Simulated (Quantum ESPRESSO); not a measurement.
# CrClO: which magnetic order is lowest

Does CrClO prefer parallel or opposed moments?

Calculated with Quantum ESPRESSO 7.5; LDA with U = 3.5 eV on Cr d (ortho-atomic projectors); plane waves with GBRV 1.5 LDA potentials, no spin-orbit coupling.

### 1. Set-up

The structure is orthorhombic, space group Pmmn (No. 59). The conventional cell has a = 3.190 Å, b = 3.867 Å, c = 7.952 Å, α = 90.00°, β = 90.00°, γ = 90.00°. Nearest to Cr lie 4 O at 1.98 to 2.03 Å and 2 Cl at 2.32 Å. Nearest to Cl lie 2 Cr at 2.32 Å. Nearest to O lie 4 Cr at 1.98 to 2.03 Å. Farther neighbours and most contacts between anions are not listed.

The cell comes from Materials Project 2023-11-01, a database of computed structures, and need not be the stable phase.

### 2. Run 1 (ferro ++)

The signs are those of the starting moments on the seeded atoms, the atoms that are given a moment.

Input file pw.in:

```
&CONTROL
  calculation = 'scf'
  prefix = 'pwscf'
  outdir = './tmp'
  pseudo_dir = './pseudo'
  disk_io = 'nowf'
/
&SYSTEM
  ibrav = 0
  nat = 6
  ntyp = 3
  ecutwfc = 40
  ecutrho = 280
  nbnd = 40
  occupations = 'smearing'
  smearing = 'fd'
  degauss = 0.00367493
  nspin = 2
  starting_magnetization(1) = 0.2143
  starting_magnetization(2) = 0
  starting_magnetization(3) = 0
/
&ELECTRONS
  conv_thr = 1.2d-08
  electron_maxstep = 150
  mixing_beta = 0.3
/
ATOMIC_SPECIES
Cr     51.9961 cr_lda_v1.5.uspp.F.UPF
Cl     35.4500 cl_lda_v1.4.uspp.F.UPF
O      15.9990 o_lda_v1.2.uspp.F.UPF
CELL_PARAMETERS angstrom
   3.1900756200    0.0000000000    0.0000000000
   0.0000000000    3.8665605400    0.0000000000
   0.0000000000    0.0000000000    7.9524604400
ATOMIC_POSITIONS crystal
Cr      0.0000000000    0.0000000000    0.1060403200
Cr      0.5000000000    0.5000000000    0.8939596800
Cl      0.0000000000    0.5000000000    0.6814219400
Cl      0.5000000000    0.0000000000    0.3185780600
O       0.5000000000    0.0000000000    0.9478179000
O       0.0000000000    0.5000000000    0.0521821000
K_POINTS automatic
6 6 6 0 0 0
HUBBARD {ortho-atomic}
U Cr-3d 3.5000
```

Command:

```sh
OMP_NUM_THREADS=1 mpirun -n 4 pw.x -nk 4 -in pw.in > pw.out
```

Output:

```text
Program PWSCF v.7.5 starts

     Message from routine setup:
     using ibrav=0 with symmetry is DISCOURAGED, use correct ibrav instead

     K-points division:     npool     =       4
     Subspace diagonalization in iterative solution of the eigenvalue problem:

     G-vector sticks info
     --------------------
     sticks:   dense  smooth     PW     G-vecs:    dense   smooth      PW
     Sum         983     565    173                52363    22633    3901

     Using Slab Decomposition

     bravais-lattice index     =            0
     lattice parameter (alat)  =       6.0284  a.u.
     unit-cell volume          =     661.9481 (a.u.)^3
     number of atoms/cell      =            6
     number of atomic types    =            3
     number of electrons       =        54.00
     number of Kohn-Sham states=           40
     kinetic-energy cutoff     =      40.0000  Ry
     charge density cutoff     =     280.0000  Ry
     scf convergence threshold =      1.2E-08
     mixing beta               =       0.3000
     number of iterations used =            8  plain     mixing
     Exchange-correlation= SLA  PZ   NOGX NOGC
                           (   1   1   0   0   0   0   0)
     Hubbard projectors: ortho-atomic
     Hubbard parameters of DFT+U (Dudarev formulation) in eV:
     U(Cr-3d) =  3.5000

     Internal variables: lda_plus_u =T, lda_plus_u_kind = 0

     Internal variables: orbital_resolved =F, hub_pot_fix =F, apply_U = F

     celldm(1)=   6.028369  celldm(2)=   0.000000  celldm(3)=   0.000000
     celldm(4)=   0.000000  celldm(5)=   0.000000  celldm(6)=   0.000000

     crystal axes: (cart. coord. in units of alat)
               a(1) = (   1.000000   0.000000   0.000000 )
               a(2) = (   0.000000   1.212059   0.000000 )
               a(3) = (   0.000000   0.000000   2.492875 )

     reciprocal axes: (cart. coord. in units 2 pi/alat)
               b(1) = (  1.000000  0.000000  0.000000 )
               b(2) = (  0.000000  0.825042  0.000000 )
               b(3) = (  0.000000  0.000000  0.401143 )

     PseudoPot. # 1 for Cr read from file:
     cr_lda_v1.5.uspp.F.UPF
     Pseudo is Ultrasoft + core correction, Zval = 14.0
     Generated by new atomic code, or converted to UPF format
     Using radial grid of  857 points,  6 beta functions with:
                l(1) =   0
                l(2) =   0
                l(3) =   1
                l(4) =   1
                l(5) =   2
                l(6) =   2
     Q(r) pseudized with  8 coefficients,  rinner =    0.950   0.950   0.950
                                                       0.950   0.950

     PseudoPot. # 2 for Cl read from file:
     cl_lda_v1.4.uspp.F.UPF
     Pseudo is Ultrasoft + core correction, Zval =  7.0
     Generated by new atomic code, or converted to UPF format
     Using radial grid of  909 points,  6 beta functions with:
                l(1) =   0
                l(2) =   0
                l(3) =   1
                l(4) =   1
                l(5) =   2
                l(6) =   2
     Q(r) pseudized with  8 coefficients,  rinner =    1.300   1.300   1.300
                                                       1.300   1.300

     PseudoPot. # 3 for O  read from file:
     o_lda_v1.2.uspp.F.UPF
     Pseudo is Ultrasoft + core correction, Zval =  6.0
     Generated by new atomic code, or converted to UPF format
     Using radial grid of  737 points,  5 beta functions with:
                l(1) =   0
                l(2) =   0
                l(3) =   1
                l(4) =   1
                l(5) =   2
     Q(r) pseudized with  8 coefficients,  rinner =    0.900   0.900   0.900
                                                       0.900   0.900

     atomic species   valence    mass     pseudopotential
     Cr               14.00    51.99610     Cr( 1.00)
     Cl                7.00    35.45000     Cl( 1.00)
     O                 6.00    15.99900     O ( 1.00)

     Starting magnetic structure
     atomic species   magnetization
     Cr              0.214
     Cl              0.000
     O               0.000

      8 Sym. Ops., with inversion, found ( 4 have fractional translation)

   Cartesian axes

     site n.     atom                  positions (alat units)
         1        Cr     tau(   1) = (   0.0000000   0.0000000   0.2643453  )
         2        Cr     tau(   2) = (   0.5000000   0.6060296   2.2285299  )
         3        Cl     tau(   3) = (   0.0000000   0.6060296   1.6986999  )
         4        Cl     tau(   4) = (   0.5000000   0.0000000   0.7941753  )
         5        O      tau(   5) = (   0.5000000   0.0000000   2.3627917  )
         6        O      tau(   6) = (   0.0000000   0.6060296   0.1300835  )

     number of k points=    64  Fermi-Dirac smearing, width (Ry)=  0.0037
                       cart. coord. in units 2pi/alat
        k(    1) = (   0.0000000   0.0000000   0.0000000), wk =   0.0046296
        k(    2) = (   0.0000000   0.0000000   0.0668572), wk =   0.0092593
        k(    3) = (   0.0000000   0.0000000   0.1337144), wk =   0.0092593
        k(    4) = (   0.0000000   0.0000000  -0.2005716), wk =   0.0046296
        k(    5) = (   0.0000000   0.1375070   0.0000000), wk =   0.0092593
        [... 59 further k-points ...]

     Dense  grid:    52363 G-vectors     FFT dimensions: (  36,  40,  81)

     Smooth grid:    22633 G-vectors     FFT dimensions: (  30,  30,  64)

     Check: negative core charge=   -0.000005
     Generating pointlists ...
     new r_m :   0.2560 (alat units)  1.5436 (a.u.) for type    1
     new r_m :   0.3005 (alat units)  1.8116 (a.u.) for type    2
     new r_m :   0.2560 (alat units)  1.5436 (a.u.) for type    3

     Initial potential from superposition of free atoms

     starting charge      52.0000, renormalised to      54.0000

     negative rho (up, down):  1.558E-02 1.545E-02

     STARTING HUBBARD OCCUPATIONS:

     =================== HUBBARD OCCUPATIONS ===================
     ------------------------ ATOM    1 ------------------------
     Tr[ns(  1)] (up, down, total) =   3.40000  0.00000  3.40000
     Atomic magnetic moment for atom   1 =   3.40000
     [... lines left out ...]
     ------------------------ ATOM    2 ------------------------
     Tr[ns(  2)] (up, down, total) =   3.40000  0.00000  3.40000
     Atomic magnetic moment for atom   2 =   3.40000
     [... lines left out ...]
     Number of occupied Hubbard levels =    6.8000

     Atomic wfc used for Hubbard projectors are orthogonalized

     Starting wfcs are   36 randomized atomic wfcs +    4 random wfcs

     Self-consistent Calculation

     iteration #  1     ecut=    40.00 Ry     beta= 0.30
     Davidson diagonalization with overlap
     ethr =  1.00E-02,  avg # of iterations =  6.5

     =================== HUBBARD OCCUPATIONS ===================
     ------------------------ ATOM    1 ------------------------
     Tr[ns(  1)] (up, down, total) =   3.47023  0.37772  3.84794
     Atomic magnetic moment for atom   1 =   3.09251
     [... lines left out ...]
     ------------------------ ATOM    2 ------------------------
     Tr[ns(  2)] (up, down, total) =   3.47023  0.37772  3.84794
     Atomic magnetic moment for atom   2 =   3.09251
     [... lines left out ...]
     Number of occupied Hubbard levels =    7.6959

     negative rho (up, down):  1.443E-02 1.663E-02

     total energy              =    -481.93462674 Ry
     estimated scf accuracy    <       1.47419822 Ry

     total magnetization       =     6.00 Bohr mag/cell
     absolute magnetization    =     6.50 Bohr mag/cell

     iteration #  2     ecut=    40.00 Ry     beta= 0.30
     Davidson diagonalization with overlap
     ethr =  2.73E-03,  avg # of iterations =  2.1

     negative rho (up, down):  1.427E-02 1.752E-02

     total energy              =    -482.19509621 Ry
     estimated scf accuracy    <       0.12607712 Ry

     total magnetization       =     6.00 Bohr mag/cell
     absolute magnetization    =     6.36 Bohr mag/cell

     iteration #  3     ecut=    40.00 Ry     beta= 0.30
     Davidson diagonalization with overlap
     ethr =  2.33E-04,  avg # of iterations =  4.0

     negative rho (up, down):  1.406E-02 1.852E-02

     total energy              =    -482.21042008 Ry
     estimated scf accuracy    <       0.03703766 Ry

     total magnetization       =     6.00 Bohr mag/cell
     absolute magnetization    =     6.41 Bohr mag/cell

     [... further iterations left out ...]

     iteration #  9     ecut=    40.00 Ry     beta= 0.30
     Davidson diagonalization with overlap
     ethr =  7.15E-09,  avg # of iterations =  4.1

     negative rho (up, down):  1.385E-02 2.017E-02

     total energy              =    -482.21730065 Ry
     estimated scf accuracy    <       0.00000337 Ry

     total magnetization       =     6.00 Bohr mag/cell
     absolute magnetization    =     6.46 Bohr mag/cell

     iteration # 10     ecut=    40.00 Ry     beta= 0.30
     Davidson diagonalization with overlap
     ethr =  6.25E-09,  avg # of iterations =  2.0

     negative rho (up, down):  1.384E-02 2.016E-02

     total energy              =    -482.21730142 Ry
     estimated scf accuracy    <       0.00000050 Ry

     total magnetization       =     6.00 Bohr mag/cell
     absolute magnetization    =     6.46 Bohr mag/cell

     iteration # 11     ecut=    40.00 Ry     beta= 0.30
     Davidson diagonalization with overlap
     ethr =  9.28E-10,  avg # of iterations =  2.0

     negative rho (up, down):  1.384E-02 2.016E-02

     total energy              =    -482.21730156 Ry
     estimated scf accuracy    <       0.00000012 Ry

     total magnetization       =     6.00 Bohr mag/cell
     absolute magnetization    =     6.46 Bohr mag/cell

     iteration # 12     ecut=    40.00 Ry     beta= 0.30
     Davidson diagonalization with overlap
     ethr =  2.28E-10,  avg # of iterations =  2.0

     negative rho (up, down):  1.384E-02 2.016E-02

     Magnetic moment per site  (integrated on atomic sphere of radius R)
     atom   1 (R=0.256)  charge= 10.8752  magn=  2.5055
     atom   2 (R=0.256)  charge= 10.8752  magn=  2.5055
     atom   3 (R=0.301)  charge=  5.0281  magn= -0.0254
     atom   4 (R=0.301)  charge=  5.0281  magn= -0.0254
     atom   5 (R=0.256)  charge=  5.4689  magn= -0.0479
     atom   6 (R=0.256)  charge=  5.4689  magn= -0.0479

     End of self-consistent calculation

     =================== HUBBARD OCCUPATIONS ===================
     ------------------------ ATOM    1 ------------------------
     Tr[ns(  1)] (up, down, total) =   3.63728  0.56518  4.20245
     Atomic magnetic moment for atom   1 =   3.07210
     [... lines left out ...]
     ------------------------ ATOM    2 ------------------------
     Tr[ns(  2)] (up, down, total) =   3.63728  0.56518  4.20245
     Atomic magnetic moment for atom   2 =   3.07210
     [... lines left out ...]
     Number of occupied Hubbard levels =    8.4049

     Number of k-points >= 100: set verbosity='high' to print the bands.

     the Fermi energy is     6.5262 ev

!    total energy              =    -482.21730161 Ry
     estimated scf accuracy    <       0.00000001 Ry
     smearing contrib. (-TS)   =      -0.00000000 Ry
     internal energy E=F+TS    =    -482.21730161 Ry

     The total energy is F=E-TS. E is the sum of the following terms:
     one-electron contribution =    -492.43749713 Ry
     hartree contribution      =     264.13030023 Ry
     xc contribution           =     -77.61879160 Ry
     ewald contribution        =    -176.53968915 Ry
     Hubbard energy            =       0.24837604 Ry

     total magnetization       =     6.00 Bohr mag/cell
     absolute magnetization    =     6.46 Bohr mag/cell

     convergence has been achieved in  12 iterations

=------------------------------------------------------------------------------=
   JOB DONE.
=------------------------------------------------------------------------------=
```

The job ended after 54 s (4 MPI ranks of Intel Xeon Platinum 8375C at 2.90GHz (Ice Lake), shared host; peak memory 0.82 GiB; 3.6 min of CPU time).

Spin moment in the atom's sphere by atom:

```csv
atom,spin moment in the atom's sphere (μB)
Cr1,2.51
Cr2,2.51
Cl3,-0.03
Cl4,-0.03
O5,-0.05
O6,-0.05
```

Numbers from this step:

```
smearing term TS       : 6.14e-9 eV
magnetization          : 6 μB
absolute magnetization : 6.456 μB
final state            : ferromagnetic
```

(Part 1 of 2 ends here.)

[Logs and program files are shortened in this print: banners, set-up blocks, solver, clock and traceback lines can be left out without a mark of their own.]

[Logs are printed without paths, hosts, clocks, repeated set-up lines and the standing remarks that a program may print on its own settings, such as how far it seeks lower states.]

[Hosts, paths, dates, database ids (printed as entryN), source tags and the programs' standing remarks are cut or masked in the printed files.]

[Where a cell is said to come from a database of computed structures, the database is the Materials Project.]
